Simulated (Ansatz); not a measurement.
# NbInO4 (P2/c): given cell or relaxed cell?

Wanted: the change of the gap of NbInO4 (P2/c) on relaxing cell and ions.

Calculated with Ansatz 0.2.0; r2SCAN, HSE06 and G0W0, plane waves, PAW.

**Experimental background.**

- Gap 4.7 eV: direct gap from Elliott-Toyozawa fit; diffuse reflectance; 300 K; powder (“Accurate Determination of the Band-Gap Energy of the Rare-Earth Niobate Series”, 2024, arxiv:2401.13477).

Report form: inputs, costs, results and the conclusion, without the logs.

## (1) The structure

The structure is monoclinic, space group P2/c (No. 13). The conventional cell has a = 4.835 Å, b = 5.771 Å, c = 5.144 Å, α = 90.00°, β = 91.13°, γ = 90.00°. Nb has 6 O at 1.88 to 2.15 Å nearest. In has 6 O at 2.10 to 2.23 Å nearest. Nearest to O lie 1 Nb at 1.88 Å and 2 In at 2.15 to 2.23 Å. Nearest to O lie 2 Nb at 1.98 to 2.15 Å and 1 In at 2.10 Å. Farther neighbours, and contacts between anions beyond the nearest, are not listed.

The cell and positions come from the Crystallography Open Database and are kept as given unless a step says otherwise. The default PAW set here is soft_2. Its files were made with PBE.

## (2) r2SCAN bands at the given cell

The cheap functional maps the bands first; the places of the edges decide which points the dearer methods must see.

This step: DFT, r2SCAN, plane waves, PAW.

input.yaml reads:

```yaml
crystal:
  lattice:
    - [4.8355, 0.0, 0.0]
    - [0.0, 5.7709, 0.0]
    - [-0.1014445258, 0.0, 5.1429996119]
  atoms:
    - { symbol: Nb, position: [0.0, 0.1779, 0.25] }
    - { symbol: Nb, position: [0.0, 0.8221, 0.75] }
    - { symbol: In, position: [0.5, 0.6825, 0.25] }
    - { symbol: In, position: [0.5, 0.3175, 0.75] }
    - { symbol: O, position: [0.26, 0.618, 0.901] }
    - { symbol: O, position: [0.74, 0.618, 0.599] }
    - { symbol: O, position: [0.74, 0.382, 0.099] }
    - { symbol: O, position: [0.26, 0.382, 0.401] }
    - { symbol: O, position: [0.217, 0.898, 0.438] }
    - { symbol: O, position: [0.783, 0.898, 0.062] }
    - { symbol: O, position: [0.783, 0.102, 0.562] }
    - { symbol: O, position: [0.217, 0.102, 0.938] }
kpoints:
  mp_grid: { grid: [6, 4, 4] }
  band_path:
    path:
      - [0.0, 0.0, 0.0]
      - [0.0, 0.5, 0.0]
      - [0.0, 0.5, 0.5]
      - [0.0, 0.0, 0.5]
      - [0.0, 0.0, 0.0]
      - [-0.5, 0.0, 0.5]
      - [-0.5, 0.5, 0.5]
      - [0.0, 0.5, 0.0]
      - [-0.5, 0.5, 0.0]
      - [-0.5, 0.0, 0.0]
      - [0.0, 0.0, 0.0]
    npoints: 10
hamiltonian:
  xc: r2scan
scf:
  occupations: { method: fermi_dirac, width: 0.02 }
  n_extra_bands: 8
output:
  eigenvalues: true
  forces: true
  stress: true
```

On the command line:

```bash
> ansatz run input.yaml --threads 24 --pin off --max-ram 82944MiB --backend cuda --events-out ev --progress --plain --runs-dir out --devices 1 --max-vram 78GiB
```

The job ended after 2.7 s (1 × NVIDIA GB200 (shared by 2 runs) with 24 threads of Arm Neoverse V2, shared host; peak memory 1.1 GiB).

Read from the output:

| Quantity | Value |
| --- | --- |
| pressure | 1.986 GPa |
| filled bands | 50 |
| gap | 3.797 eV |
| valence top at | k = (0.333, 0.000, -0.250) |
| conduction bottom at | k = (0.167, 0.000, -0.500) |
| least direct gap | 3.939 eV |

The gap is indirect, with the least direct gap 0.14 eV higher.

## (3) Relaxing cell and ions

A relaxation comes first: leftover forces or stress would pass straight into the levels.

input.yaml, the sections that differ from step 2:

```yaml
kpoints:
  mp_grid: { grid: [4, 4, 4] }
scf:
  occupations: { method: fermi_dirac, width: 0.02 }
relax:
  f_tol: 0.01
  max_steps: 60
  cell: {}
# crystal, hamiltonian: as in step 2
# output: removed
```

Elapsed: 3.1 s, on 1 × NVIDIA GB200 (shared by 2 runs) with 24 threads; peak memory 1.1 GiB.

Relaxation path:

```
step  energy less that of the first step (eV)  largest force component (eV/Å)  pressure (GPa)  volume (Å³)
   1                                   0.0000                          0.1506            1.99       143.52
   2                                  -0.0127                          0.0616           -0.22       145.29
   3                                  -0.0136                          0.0277           -0.09       145.21
   4                                  -0.0139                          0.0099            0.02       145.14
   5                                  -0.0149                          0.0098            0.02       145.14
```

Forces are held to the 4 operations that the program found; a distortion that breaks them can't arise in this run.

```
     cell as run  before  after  change
           a (Å)   4.835  4.858  +0.5 %
           b (Å)   5.771  5.797  +0.5 %
           c (Å)   5.144  5.154  +0.2 %
           β (°)   91.13  91.02  -0.1 %
volume (Å³/atom)   11.96  12.09  +1.1 %
```

The atoms that moved most (Å, as changes of fractional coordinates times the final cell):

```
atom      dx      dy      dz  length
  O9  -0.011  -0.004   0.002   0.012
 O10   0.011  -0.004  -0.002   0.012
 O12  -0.011   0.004   0.002   0.012
 O11   0.011   0.004  -0.002   0.012
 In3   0.000  -0.008   0.000   0.008
 In4   0.000   0.008   0.000   0.008
  O6   0.001   0.005  -0.001   0.006
  O5  -0.001   0.005   0.001   0.006
```

The relaxed structure:

```cif
data_structure
_symmetry_space_group_name_H-M 'P 1'
_symmetry_Int_Tables_number 1
_cell_length_a 4.8579
_cell_length_b 5.7973
_cell_length_c 5.1543
_cell_angle_alpha 90.000
_cell_angle_beta 91.018
_cell_angle_gamma 90.000
_cell_volume 145.14
loop_
_atom_site_label
_atom_site_type_symbol
_atom_site_fract_x
_atom_site_fract_y
_atom_site_fract_z
_atom_site_occupancy
Nb1 Nb 0.00000 0.17808 0.25000 1
Nb2 Nb 0.00000 0.82192 0.75000 1
In3 In 0.50000 0.68113 0.25000 1
In4 In 0.50000 0.31887 0.75000 1
O5 O 0.25975 0.61892 0.90122 1
O6 O 0.74025 0.61892 0.59878 1
O7 O 0.74025 0.38108 0.09878 1
O8 O 0.25975 0.38108 0.40122 1
O9 O 0.21484 0.89725 0.43835 1
O10 O 0.78516 0.89725 0.06165 1
O11 O 0.78516 0.10275 0.56165 1
O12 O 0.21484 0.10275 0.93835 1
```

## (4) r2SCAN at the relaxed cell

input.yaml reads:

```yaml
crystal:
  lattice:
    - [4.8579023542, 0.0, 0.0048639006]
    - [0.0, 5.7973336394, 0.0]
    - [-0.0967413011, 0.0, 5.1533719563]
  atoms:
    - { symbol: Nb, position: [0.0, 0.178083501, 0.25] }
    - { symbol: Nb, position: [0.0, 0.821916499, 0.75] }
    - { symbol: In, position: [0.5, 0.681130875, 0.25] }
    - { symbol: In, position: [0.5, 0.318869125, 0.75] }
    - { symbol: O, position: [0.2597479426, 0.6189177586, 0.9012214787] }
    - { symbol: O, position: [0.7402520574, 0.6189177586, 0.5987785213] }
    - { symbol: O, position: [0.7402520574, 0.3810822414, 0.0987785213] }
    - { symbol: O, position: [0.2597479426, 0.3810822414, 0.4012214787] }
    - { symbol: O, position: [0.2148441867, 0.8972505646, 0.4383493977] }
    - { symbol: O, position: [0.7851558133, 0.8972505646, 0.0616506023] }
    - { symbol: O, position: [0.7851558133, 0.1027494354, 0.5616506023] }
    - { symbol: O, position: [0.2148441867, 0.1027494354, 0.9383493977] }
kpoints:
  mp_grid: { grid: [6, 4, 4] }
  band_path:
    path:
      - [0.0, 0.0, 0.0]
      - [0.0, 0.5, 0.0]
      - [0.0, 0.5, 0.5]
      - [0.0, 0.0, 0.5]
      - [0.0, 0.0, 0.0]
      - [-0.5, 0.0, 0.5]
      - [-0.5, 0.5, 0.5]
      - [0.0, 0.5, 0.0]
      - [-0.5, 0.5, 0.0]
      - [-0.5, 0.0, 0.0]
      - [0.0, 0.0, 0.0]
    npoints: 10
hamiltonian:
  xc: r2scan
scf:
  occupations: { method: fermi_dirac, width: 0.02 }
  n_extra_bands: 8
output:
  eigenvalues: true
  forces: true
  stress: true
```

It took 1.8 s on 1 × NVIDIA GB200 (shared by 2 runs) with 24 threads; peak memory 1.1 GiB; 5.9 s of CPU time.

This step gave:

```yaml
pressure: 0.01849 GPa
gap: 3.769 eV
valence_top_at: k = (0.333, 0.000, -0.250)
conduction_bottom_at: k = (0.167, 0.000, -0.500)
least_direct_gap: 3.889 eV
```

The gap is indirect, with the least direct gap 0.12 eV higher.

## (5) HSE06 at the relaxed cell

HSE06 mixes in a quarter of exact exchange at short range. Exchange couples all pairs of k points, which makes a full band path dear, so levels are read on the mesh and at chosen points.

This step: DFT, HSE06, plane waves, PAW.

input.yaml, as its differences from that of step 4:

```diff
@@ -19,3 +19,3 @@
 kpoints:
-  mp_grid: { grid: [6, 4, 4] }
+  mp_grid: { grid: [4, 4, 4] }
   band_path:
@@ -26,14 +26,13 @@
       - [0.0, 0.0, 0.5]
-      - [0.0, 0.0, 0.0]
       - [-0.5, 0.0, 0.5]
       - [-0.5, 0.5, 0.5]
-      - [0.0, 0.5, 0.0]
       - [-0.5, 0.5, 0.0]
       - [-0.5, 0.0, 0.0]
-      - [0.0, 0.0, 0.0]
-    npoints: 10
+      - [0.3333333333, 0.0, -0.25]
+      - [0.1666666667, 0.0, -0.5]
+    npoints: 1
 hamiltonian:
-  xc: r2scan
+  xc: hse06
 scf:
-  occupations: { method: fermi_dirac, width: 0.02 }
+  occupations: { method: fixed }
   n_extra_bands: 8
@@ -41,3 +40 @@
   eigenvalues: true
-  forces: true
-  stress: true
```

Wall time 13 s (1 × NVIDIA GB200 (shared by 2 runs) with 24 threads); peak memory 1.9 GiB; 2 min of CPU time.

Read from the output:

```yaml
gap: 4.808 eV
valence_top_at: k = (0.333, 0.000, -0.250)
conduction_bottom_at: k = (0.167, 0.000, -0.500)
least_direct_gap: 4.943 eV
```

The gap stands +1.04 eV against r2SCAN.

## (6) G0W0 at the relaxed cell

G0W0 replaces the xc potential by the self-energy, built once from these orbitals. Only a window of levels is corrected, while the sums run over the empty bands that the input names.

This step: G0W0 on r2SCAN, plane waves, PAW.

input.yaml, as its differences from that of step 5:

```diff
@@ -19,22 +19,12 @@
 kpoints:
-  mp_grid: { grid: [4, 4, 4] }
-  band_path:
-    path:
-      - [0.0, 0.0, 0.0]
-      - [0.0, 0.5, 0.0]
-      - [0.0, 0.5, 0.5]
-      - [0.0, 0.0, 0.5]
-      - [-0.5, 0.0, 0.5]
-      - [-0.5, 0.5, 0.5]
-      - [-0.5, 0.5, 0.0]
-      - [-0.5, 0.0, 0.0]
-      - [0.3333333333, 0.0, -0.25]
-      - [0.1666666667, 0.0, -0.5]
-    npoints: 1
+  mp_grid: { grid: [4, 2, 4] }
 hamiltonian:
-  xc: hse06
+  xc: r2scan
 scf:
   occupations: { method: fixed }
-  n_extra_bands: 8
-output:
-  eigenvalues: true
+gw:
+  n_empty_bands: 309
+  ecut_chi: 96
+  qp_bands: [v4, c4]
+  qp_kpoints: band_edges
+  screening: { model: contour_deformation }
```

It took 9.6 s on 1 × NVIDIA GB200 (shared by 2 runs) with 24 threads; peak memory 2.6 GiB; 37 s of CPU time.

Numbers from this step:

- bands summed: 359
- RPA ε∞ on this mesh (eigenvalues): 4.433, 4.551, 4.792
- plane waves in the screening matrix: 299
- G0W0 gap on the mesh: 4.863 eV
- k of the valence top: 0.25, 0, -0.25
- k of the conduction bottom: 0.25, 0, -0.5
- starting gap on the mesh: 3.818 eV
- least direct G0W0 gap on the computed points: 4.944 eV

The gap on the mesh goes from 3.82 eV to 4.86 eV, a correction of +1.04 eV. Between the two edge states, bare exchange in place of the xc potential would open the gap by 10.34 eV, and correlation takes back 9.29 eV. The start differs from the 3.77 eV found before because this mesh misses an edge.

## (7) G0W0 at the given cell

input.yaml reads:

```yaml
crystal:
  lattice:
    - [4.8355, 0.0, 0.0]
    - [0.0, 5.7709, 0.0]
    - [-0.1014445258, 0.0, 5.1429996119]
  atoms:
    - { symbol: Nb, position: [0.0, 0.1779, 0.25] }
    - { symbol: Nb, position: [0.0, 0.8221, 0.75] }
    - { symbol: In, position: [0.5, 0.6825, 0.25] }
    - { symbol: In, position: [0.5, 0.3175, 0.75] }
    - { symbol: O, position: [0.26, 0.618, 0.901] }
    - { symbol: O, position: [0.74, 0.618, 0.599] }
    - { symbol: O, position: [0.74, 0.382, 0.099] }
    - { symbol: O, position: [0.26, 0.382, 0.401] }
    - { symbol: O, position: [0.217, 0.898, 0.438] }
    - { symbol: O, position: [0.783, 0.898, 0.062] }
    - { symbol: O, position: [0.783, 0.102, 0.562] }
    - { symbol: O, position: [0.217, 0.102, 0.938] }
kpoints:
  mp_grid: { grid: [4, 2, 4] }
hamiltonian:
  xc: r2scan
scf:
  occupations: { method: fixed }
gw:
  n_empty_bands: 306
  ecut_chi: 96
  qp_bands: [v4, c4]
  qp_kpoints: band_edges
  screening: { model: contour_deformation }
```

Elapsed: 11 s, on 1 × NVIDIA GB200 (shared by 2 runs) with 24 threads; peak memory 2.6 GiB; 48 s of CPU time.

Read from the output:

```yaml
bands_summed: 356
rpa_eps_infinity_on_this_mesh_eigenvalues: 4.447, 4.540, 4.792
plane_waves_in_the_screening_matrix: 295
g0w0_gap_on_the_mesh: 4.905 eV
k_of_the_valence_top: 0.25, 0, -0.25
k_of_the_conduction_bottom: 0.25, 0, -0.5
starting_gap_on_the_mesh: 3.846 eV
least_direct_g0w0_gap_on_the_computed_points: 5.012 eV
```

The gap on the mesh goes from 3.85 eV to 4.90 eV, a correction of +1.06 eV. Between the two edge states, bare exchange in place of the xc potential would open the gap by 10.37 eV, and correlation takes back 9.31 eV. The start differs from the 3.80 eV found before because this mesh misses an edge.

## (8) Together

G0W0 rows are gaps on the mesh, lowered where the mesh misses an edge of the band path.

```
      level  given cell (eV)  relaxed cell (eV)  change (eV)
     r2SCAN             3.80               3.77        −0.03
      HSE06                -               4.81            -
G0W0@r2SCAN             4.86               4.81        −0.04
```

## (9) Outcome

```
volume change             : +1.1 %
r2SCAN, given cell        : 3.80 eV
r2SCAN, relaxed cell      : 3.77 eV
HSE06, relaxed cell       : 4.81 eV
G0W0@r2SCAN, relaxed cell : 4.81 eV
G0W0@r2SCAN, given cell   : 4.86 eV
known limits              : short of the basis limit; no spin-orbit coupling; coarse k mesh
```

What this shows: Relaxation changes the volume by +1.1 % and the gap by −0.03 eV (r2SCAN) and −0.04 eV (G0W0@r2SCAN). Bands and cutoff are finite, so the gap stands short of the basis limit, usually by up to a few tenths of an eV; the mesh is an error of its own. The 4×2×4 mesh is coarse for this cell (its supercell is 12 Å along the shortest edge). The RPA ε∞ on it, from the r2SCAN start, is 4.45, 4.54 and 4.79; such meshes misread the long-range screening, most where the gap is narrow. The many-body steps are scalar-relativistic: spin-orbit coupling is not in them.

[Long decimals in the printed logs are rounded to 6 places.]

[Logs are printed without paths, hosts, clocks, repeated set-up lines and the standing remarks that a program may print on its own settings, such as how far it seeks lower states.]

[Paths, hosts, dates, memory and timing lines, banners, echoed tables and standing remarks are left out of the program output; an Ansatz launch command may be rebuilt from the run's recorded settings. Measured values are a selection of at most five: reports struck by readers or far from the other reports are left out. None is set beside runs whose start may be inverted or whose files or cutoffs have a known fault.]

[Runs of the session that timed out or met a known fault of the program may be left out.]

[Cells called generated may have been cut or substituted from an entry of the Crystallography Open Database or the Materials Project.]

[Hosts, paths, dates, database ids (printed as entryN), source tags and the programs' standing remarks are cut or masked in the printed files.]

[Where the starting crystal was built by hand or by swapping elements, it need not be the compound's stable phase.]
